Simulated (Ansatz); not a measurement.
# Resistivity from frozen vibrations: Nb(100) with 4 thermally displaced layers, 2x2

How much do lattice vibrations at 273 K scatter the electrons of Nb? Layers with random displacements are laid between perfect leads, and the resistance is followed against their length. The measured value for the pure metal at this temperature is 15.2 µΩ cm (CRC Handbook of Chemistry and Physics, 84th ed., 2003, Electrical Resistivity of Pure Metals).

Method: Ansatz plane-wave DFT, PBE, PAW files; ballistic transport by layer matching (Landauer), zero bias; PAW set soft_1, in Ansatz 0.2.0.

Most raw output is cut from this account.

## 1. Starting point

The cell holds 56 atoms: 56 Nb. Its edges and angles: a = 6.613 Å, b = 6.613 Å, c = 23.144 Å, α = 90.0°, β = 90.0°, γ = 90.0°. It derives from Nb. Regions: lead, 40 atoms (40 Nb); scattering region, 16 atoms (16 Nb). The structure is stacked along c, and the current runs across the ab planes.

## 2. With 4 displaced layers

Each atom of 4 layers is moved at random, by amounts drawn from a normal law 0.0762 Å wide in each direction from the Debye model (275 K) at 273 K. The layers about the cell's end stay perfect and serve as the lead. Disorder leaves little or no symmetry, which makes such runs dear. Energies from -0.05 to 0.05 eV in steps of 0.05 eV are too few for the program's thermal sum, so it prints no conductance; for a metal the transmission near the Fermi level serves, at a fraction of the cost.

Contents of input.yaml:

```yaml
crystal:
  lattice:
    - [6.6126, 0.0, 0.0]
    - [0.0, 6.6126, 0.0]
    - [0.0, 0.0, 23.1441]
  atoms:
    - { symbol: Nb, position: [0.0, 0.0, 0.0357142857] }
    - { symbol: Nb, position: [0.0, 0.5, 0.0357142857] }
    - { symbol: Nb, position: [0.5, 0.0, 0.0357142857] }
    - { symbol: Nb, position: [0.5, 0.5, 0.0357142857] }
    - { symbol: Nb, position: [0.25, 0.25, 0.1071428571] }
    - { symbol: Nb, position: [0.25, 0.75, 0.1071428571] }
    - { symbol: Nb, position: [0.75, 0.25, 0.1071428571] }
    - { symbol: Nb, position: [0.75, 0.75, 0.1071428571] }
[... 44 atom lines left out ...]
    - { symbol: Nb, position: [0.25, 0.25, 0.9642857143] }
    - { symbol: Nb, position: [0.25, 0.75, 0.9642857143] }
    - { symbol: Nb, position: [0.75, 0.25, 0.9642857143] }
    - { symbol: Nb, position: [0.75, 0.75, 0.9642857143] }
kpoints:
  mp_grid: { grid: [4, 4, 1] }
hamiltonian:
  xc: pbe
  pseudopotentials: { kind: paw, azcp: { folder: soft_1 } }
scf:
  occupations: { method: fermi_dirac, width: 0.1 }
output:
  transmission: { leads: [[0, 4]], kmesh: [8, 8], e_range: [-0.05, 0.05], de: 0.05 }
  write_potential: true
  write_density: true
  volumetric_format: npy
  elf: true
```

Run with:

```bash
ansatz run input.yaml --threads 4 --pin off --max-ram 15360MiB --backend cpu --events-out ev --progress --plain --runs-dir out
```

The job ended after 18 min (4 threads of Arm Neoverse V2, shared host; peak memory 8.3 GiB).

Numbers from this step:

| Item | Value |
| --- | --- |
| free energy | -254930.3124 eV |
| energy at zero smearing | -254928.9975 eV |
| Fermi energy | 17.74 eV |
| cell area | 43.73 Å² |
| transmission per spin nearest the Fermi level | 8.380 |
| open channels per spin nearest the Fermi level | 10.61 |
| step of the lead's potential | 1.4 meV |

Per spin. Table of transmission, zone mean by energy, zero at the Fermi level:

```tsv
energy (eV)	transmission, zone mean
-0.0500	8.83
0.0000	8.38
0.0500	8.29
```

Per spin. The open channels, zone mean, lead by energy, zero at the Fermi level:

```tsv
energy (eV)	open channels, zone mean, lead
-0.0500	11.4
0.0000	10.6
0.0500	10.2
```

Transmission over k1 and k2. At 0.0000 eV from the Fermi level.

Ten even steps from '_' (2.9) to '@' (11.7):
```
__==++**@@**++==
====**##@@%%**++
++**##**######**
**@@@@%%%%%%@@@@
++**######**##**
==++**%%@@##**==
__==++**@@**++==
____==++**++==__
```
Columns: k1 (b1) from -0.5 to 0.375; rows upwards: k2 (b2) from -0.5 to 0.375.

Open channels over k1 and k2. At 0.0000 eV from the Fermi level.

Values, 8 rows by 8 columns:
```
 4.0  9.0  9.0 12.0 14.0 12.0  9.0  9.0
10.0  9.0 10.0 12.0 14.0 12.0 10.0  9.0
10.0 12.0 12.0 11.0 11.0 11.0 12.0 12.0
14.0 14.0 14.0 11.0 11.0 11.0 14.0 14.0
10.0 12.0 12.0 11.0 11.0 11.0 12.0 12.0
10.0  9.0 10.0 12.0 14.0 12.0 10.0  9.0
 4.0  9.0  9.0 12.0 14.0 12.0  9.0  9.0
 4.0  4.0 10.0 10.0 14.0 10.0 10.0  4.0
```
Columns: k1 (b1) from -0.5 to 0.375; rows upwards: k2 (b2) from -0.5 to 0.375.

Electrostatic potential energy in the ca plane at fractional y = 0.000, with atoms of Nb within 0.2 Å of it. With pseudopotentials it is smooth inside the atoms' cores, unlike the true potential.

Values in eV, 10 rows by 16 columns, each cell a mean:
```
-31 -13  18 -17 -28  16 -10 -42  10  11 -35  -3  16 -26 -19  18
  9  13  19  12  10  18  11   0  17  18   8  16  19  10  12  19
 18  19  19  19  18  19  19  17  19  19  18  19  19  19  19  19
 -1   7  19   6   1  18  13  -4  15  16  -8   8  18   1   5  19
-39 -20  17 -24 -36  15  -3 -46   4   9 -46 -13  15 -34 -26  17
-31 -13  18 -17 -28  16   1 -37   7  12 -31  -3  16 -26 -19  18
  9  13  19  12  10  19  16   7  17  19  11  16  19  10  12  19
 18  19  19  19  18  19  19  19  19  19  18  19  19  19  19  19
 -1   7  19   6   0  18  14   6  18  16  -4  11  19   1   5  19
-39 -20  17 -24 -36  15  -7 -38  11   8 -45  -9  16 -34 -26  17
```
Columns run along c (16.0 Å, from fractional 0.15 to 0.85 of the cell; values clipped at the 3rd and 97th percentile), rows up along a (6.6 Å). Atoms in or near the plane, at fractional coordinates: Nb at (0.18, 0.00), Nb at (0.18, 0.50), Nb at (0.32, 0.00), Nb at (0.32, 0.50), Nb at (0.46, 0.98), Nb at (0.47, 0.50), Nb at (0.61, 0.00), Nb at (0.61, 0.51), Nb at (0.75, 0.00), Nb at (0.75, 0.50).

Valence density in the ca plane at fractional y = 0.000, with atoms of Nb within 0.2 Å of it. It is the smooth field of the valence electrons, not physical close to the nuclei.

Ten even steps from '0' (0.2 e/Å³) to '9' (5.0 e/Å³), each cell a mean:
```
49972000049972000169972000049972000049972000
14530000014530000037741000014530000014530000
00000000000000000001110000000000000000000000
00000000000000000000000000000000000000000000
00000000000000000000000000000000000000000000
00000000000000000000000000000000000000000000
02210000002210000001210000002320000002210000
37851000037851000026862000037972000027851000
59982000059982000049993000049993000059982000
49972000049972000039982000038972000049972000
14530000014530000014531000013420000014530000
00000000000000000000000000000000000000000000
00000000000000000000000000000000000000000000
00000000000000000000000000000000000000000000
00000000000000000000000000000000000000000000
02210000002210000001100000002210000002210000
37851000037851000025530000037861000027851000
59982000059982000159971000059982000059982000
```
Columns run along c (16.0 Å, from fractional 0.15 to 0.85 of the cell), rows up along a (6.6 Å). Atoms in or near the plane, at fractional coordinates: Nb at (0.18, 0.00), Nb at (0.18, 0.50), Nb at (0.32, 0.00), Nb at (0.32, 0.50), Nb at (0.46, 0.98), Nb at (0.47, 0.50), Nb at (0.61, 0.00), Nb at (0.61, 0.51), Nb at (0.75, 0.00), Nb at (0.75, 0.50).

ELF in the ca plane at fractional y = 0.000, with atoms of Nb within 0.2 Å of it. It is the smooth field of the valence electrons, not physical close to the nuclei.

Values, 10 rows by 16 columns, each cell a mean:
```
0.59 0.48 0.33 0.50 0.56 0.32 0.44 0.57 0.32 0.32 0.62 0.40 0.31 0.56 0.51 0.32
0.27 0.30 0.45 0.29 0.28 0.44 0.34 0.34 0.37 0.38 0.27 0.34 0.43 0.28 0.29 0.45
0.35 0.41 0.41 0.39 0.37 0.41 0.43 0.31 0.44 0.44 0.31 0.43 0.43 0.37 0.40 0.42
0.36 0.32 0.43 0.32 0.35 0.41 0.33 0.38 0.37 0.37 0.43 0.34 0.43 0.35 0.33 0.44
0.55 0.49 0.28 0.50 0.54 0.29 0.39 0.55 0.34 0.32 0.52 0.45 0.28 0.54 0.52 0.28
0.59 0.48 0.32 0.50 0.57 0.32 0.38 0.62 0.34 0.31 0.62 0.40 0.31 0.56 0.51 0.32
0.27 0.30 0.44 0.29 0.28 0.41 0.33 0.26 0.37 0.39 0.25 0.34 0.43 0.28 0.29 0.45
0.35 0.42 0.42 0.40 0.37 0.40 0.43 0.37 0.42 0.42 0.33 0.44 0.42 0.37 0.40 0.42
0.36 0.32 0.43 0.32 0.35 0.41 0.31 0.28 0.38 0.37 0.39 0.33 0.42 0.35 0.33 0.43
0.55 0.49 0.28 0.51 0.54 0.28 0.43 0.60 0.31 0.32 0.54 0.43 0.28 0.54 0.51 0.28
```
Columns run along c (16.0 Å, from fractional 0.15 to 0.85 of the cell), rows up along a (6.6 Å). Atoms in or near the plane, at fractional coordinates: Nb at (0.18, 0.00), Nb at (0.18, 0.50), Nb at (0.32, 0.00), Nb at (0.32, 0.50), Nb at (0.46, 0.98), Nb at (0.47, 0.50), Nb at (0.61, 0.00), Nb at (0.61, 0.51), Nb at (0.75, 0.00), Nb at (0.75, 0.50).

Over the solved energies the transmission per spin lies between 8.29 and 8.83, out of 10.7 channels of the lead on average (up to 11.4).

## 3. With 8 displaced layers

Each atom of 8 layers is moved at random, by amounts drawn from a normal law 0.0762 Å wide in each direction from the Debye model (275 K) at 273 K. A fresh draw is used; the growth of the resistance with length is what counts.

System of this step: Nb(100) with 8 thermally displaced layers, 2x2. The cell holds 72 atoms: 72 Nb. Cell: a = 6.613 Å, b = 6.613 Å, c = 29.757 Å, α = 90.0°, β = 90.0°, γ = 90.0°. It derives from Nb. Regions: lead, 40 atoms (40 Nb); scattering region, 32 atoms (32 Nb). The structure is stacked along c, and the current runs across the ab planes.

Contents of input.yaml:

```yaml
crystal:
  lattice:
    - [6.6126, 0.0, 0.0]
    - [0.0, 6.6126, 0.0]
    - [0.0, 0.0, 29.7567]
  atoms:
    - { symbol: Nb, position: [0.0, 0.0, 0.0277777778] }
    - { symbol: Nb, position: [0.0, 0.5, 0.0277777778] }
    - { symbol: Nb, position: [0.5, 0.0, 0.0277777778] }
    - { symbol: Nb, position: [0.5, 0.5, 0.0277777778] }
    - { symbol: Nb, position: [0.25, 0.25, 0.0833333333] }
    - { symbol: Nb, position: [0.25, 0.75, 0.0833333333] }
    - { symbol: Nb, position: [0.75, 0.25, 0.0833333333] }
    - { symbol: Nb, position: [0.75, 0.75, 0.0833333333] }
[... 60 atom lines left out ...]
    - { symbol: Nb, position: [0.25, 0.25, 0.9722222222] }
    - { symbol: Nb, position: [0.25, 0.75, 0.9722222222] }
    - { symbol: Nb, position: [0.75, 0.25, 0.9722222222] }
    - { symbol: Nb, position: [0.75, 0.75, 0.9722222222] }
kpoints:
  mp_grid: { grid: [4, 4, 1] }
hamiltonian:
  xc: pbe
  pseudopotentials: { kind: paw, azcp: { folder: soft_1 } }
scf:
  occupations: { method: fermi_dirac, width: 0.1 }
output:
  transmission: { leads: [[0, 4]], kmesh: [8, 8], e_range: [-0.05, 0.05], de: 0.05 }
  write_potential: true
  write_density: true
  volumetric_format: npy
```

Elapsed: 25 min, on 4 threads; peak memory 8.2 GiB.

Numbers from this step:

```yaml
free_energy: -327766.4673 eV
energy_at_zero_smearing: -327764.7596 eV
fermi_energy: 17.75 eV
transmission_per_spin_nearest_the_fermi_level: 6.693
step_of_the_lead_s_potential: 1.6 meV
```

Per spin. Table of transmission, zone mean by energy, zero at the Fermi level:

```tsv
energy (eV)	transmission, zone mean
-0.0500	6.99
0.0000	6.69
0.0500	6.56
```

Over the solved energies the transmission per spin lies between 6.56 and 6.99, out of 10.7 channels of the lead on average (up to 11.4).

## 4. With 12 displaced layers

Each atom of 12 layers is moved at random, by amounts drawn from a normal law 0.0762 Å wide in each direction from the Debye model (275 K) at 273 K. A fresh draw is used; the growth of the resistance with length is what counts.

System of this step: Nb(100) with 12 thermally displaced layers, 2x2. The cell holds 88 atoms: 88 Nb. Its edges and angles: a = 6.613 Å, b = 6.613 Å, c = 36.369 Å, α = 90.0°, β = 90.0°, γ = 90.0°. It derives from Nb. Regions: lead, 40 atoms (40 Nb); scattering region, 48 atoms (48 Nb). The structure is stacked along c, and the current runs across the ab planes.

Contents of input.yaml:

```yaml
crystal:
  lattice:
    - [6.6126, 0.0, 0.0]
    - [0.0, 6.6126, 0.0]
    - [0.0, 0.0, 36.3693]
  atoms:
    - { symbol: Nb, position: [0.0, 0.0, 0.0227272727] }
    - { symbol: Nb, position: [0.0, 0.5, 0.0227272727] }
    - { symbol: Nb, position: [0.5, 0.0, 0.0227272727] }
    - { symbol: Nb, position: [0.5, 0.5, 0.0227272727] }
    - { symbol: Nb, position: [0.25, 0.25, 0.0681818182] }
    - { symbol: Nb, position: [0.25, 0.75, 0.0681818182] }
    - { symbol: Nb, position: [0.75, 0.25, 0.0681818182] }
    - { symbol: Nb, position: [0.75, 0.75, 0.0681818182] }
[... 76 atom lines left out ...]
    - { symbol: Nb, position: [0.25, 0.25, 0.9772727273] }
    - { symbol: Nb, position: [0.25, 0.75, 0.9772727273] }
    - { symbol: Nb, position: [0.75, 0.25, 0.9772727273] }
    - { symbol: Nb, position: [0.75, 0.75, 0.9772727273] }
kpoints:
  mp_grid: { grid: [4, 4, 1] }
hamiltonian:
  xc: pbe
  pseudopotentials: { kind: paw, azcp: { folder: soft_1 } }
scf:
  occupations: { method: fermi_dirac, width: 0.1 }
output:
  transmission: { leads: [[0, 4]], kmesh: [8, 8], e_range: [-0.05, 0.05], de: 0.05 }
  write_potential: true
  write_density: true
  volumetric_format: npy
```

Wall time 30 min (4 threads); peak memory 8.6 GiB; 1.9 h of CPU time.

Numbers from this step:

* free energy: -400602.4195 eV
* energy at zero smearing: -400600.3734 eV
* Fermi energy: 17.77 eV
* transmission per spin nearest the Fermi level: 5.464
* open channels per spin nearest the Fermi level: 10.73
* step of the lead's potential: 2 meV

Per spin. The transmission, zone mean by energy, zero at the Fermi level:

```tsv
energy (eV)	transmission, zone mean
-0.0500	5.60
0.0000	5.46
0.0500	5.43
```

Over the solved energies the transmission per spin lies between 5.43 and 5.60, out of 10.8 channels of the lead on average (up to 11.4).

## 5. The fit

This step: Ansatz plane-wave DFT, PBE, PAW files; ballistic transport by layer matching (Landauer), zero bias; resistivity from the slope of the area resistance; PAW set soft_1 (Ansatz 0.2.0).

Numbers from this step:

| Item | Value |
| --- | --- |
| resistivity | 27.55 µΩ cm |
| intercept | -0.04720 fΩ m² |
| scatter about the fit | 0.004768 fΩ m² |

Resistance, by row:

```tsv
run	length (Å)	T	channels N	RA (fΩ m²)
n4	6.613	8.498	10.73	0.1384
n8	13.23	6.749	10.73	0.3104
n12	19.84	5.498	10.78	0.5027
```

The area resistance by length of the displaced region:

```tsv
length of the displaced region (Å)	area resistance (fΩ m²)
6.61	0.138
13.23	0.310
19.84	0.503
```

The area resistance goes from 0.14 to 0.50 fΩ m² between 6.6 and 19.8 Å, a slope of 28 µΩ cm.

By hand from the end points: (0.5027 − 0.1384) fΩ m² / (19.84 − 6.61) Å = 28 µΩ cm, since 1 fΩ m² per Å is 1000 µΩ cm.

## 6. Summary of results

* resistivity from the slope: 27.6 µΩ cm
* area resistance over 6.61 Å: 0.138 fΩ m²
* area resistance over 13.2 Å: 0.310 fΩ m²
* area resistance over 19.8 Å: 0.503 fΩ m²

**Reading.** The slope gives 28 µΩ cm. The points scatter by 0.0048 fΩ m² about the line, with one random draw a length in a 2x2 cell, so the slope is a rough value. The mean square of the displacements drawn is 0.78, 0.91 and 1.0 of the nominal one at the three lengths; with each resistance scaled back by that, the slope is 24 µΩ cm, the value used below. Read with a model of isotropic scattering on a spherical Fermi surface and the lead's 1.9×10¹⁵ S/m², this slope means a mean free path near 17 Å; over these lengths the model's slope is 1.03 times its bulk resistivity, which would be 23 µΩ cm. Uncorrelated displacements put too much weight on short waves, which scatter strongly; with the sideways repeat of a small cell, one draw and three short lengths, the method is good to a factor of two or three. The measured value is 15.2 µΩ cm (CRC Handbook of Chemistry and Physics, 84th ed., 2003, Electrical Resistivity of Pure Metals); the scaled slope is 1.6 times that and the corrected value 1.5: clearly high.

[Logs are printed without paths, hosts, clocks, repeated set-up lines and the standing remarks that a program may print on its own settings, such as how far it seeks lower states.]

[Hosts, paths, dates, database ids (printed as entryN), source tags and the programs' standing remarks are cut or masked in the printed files.]
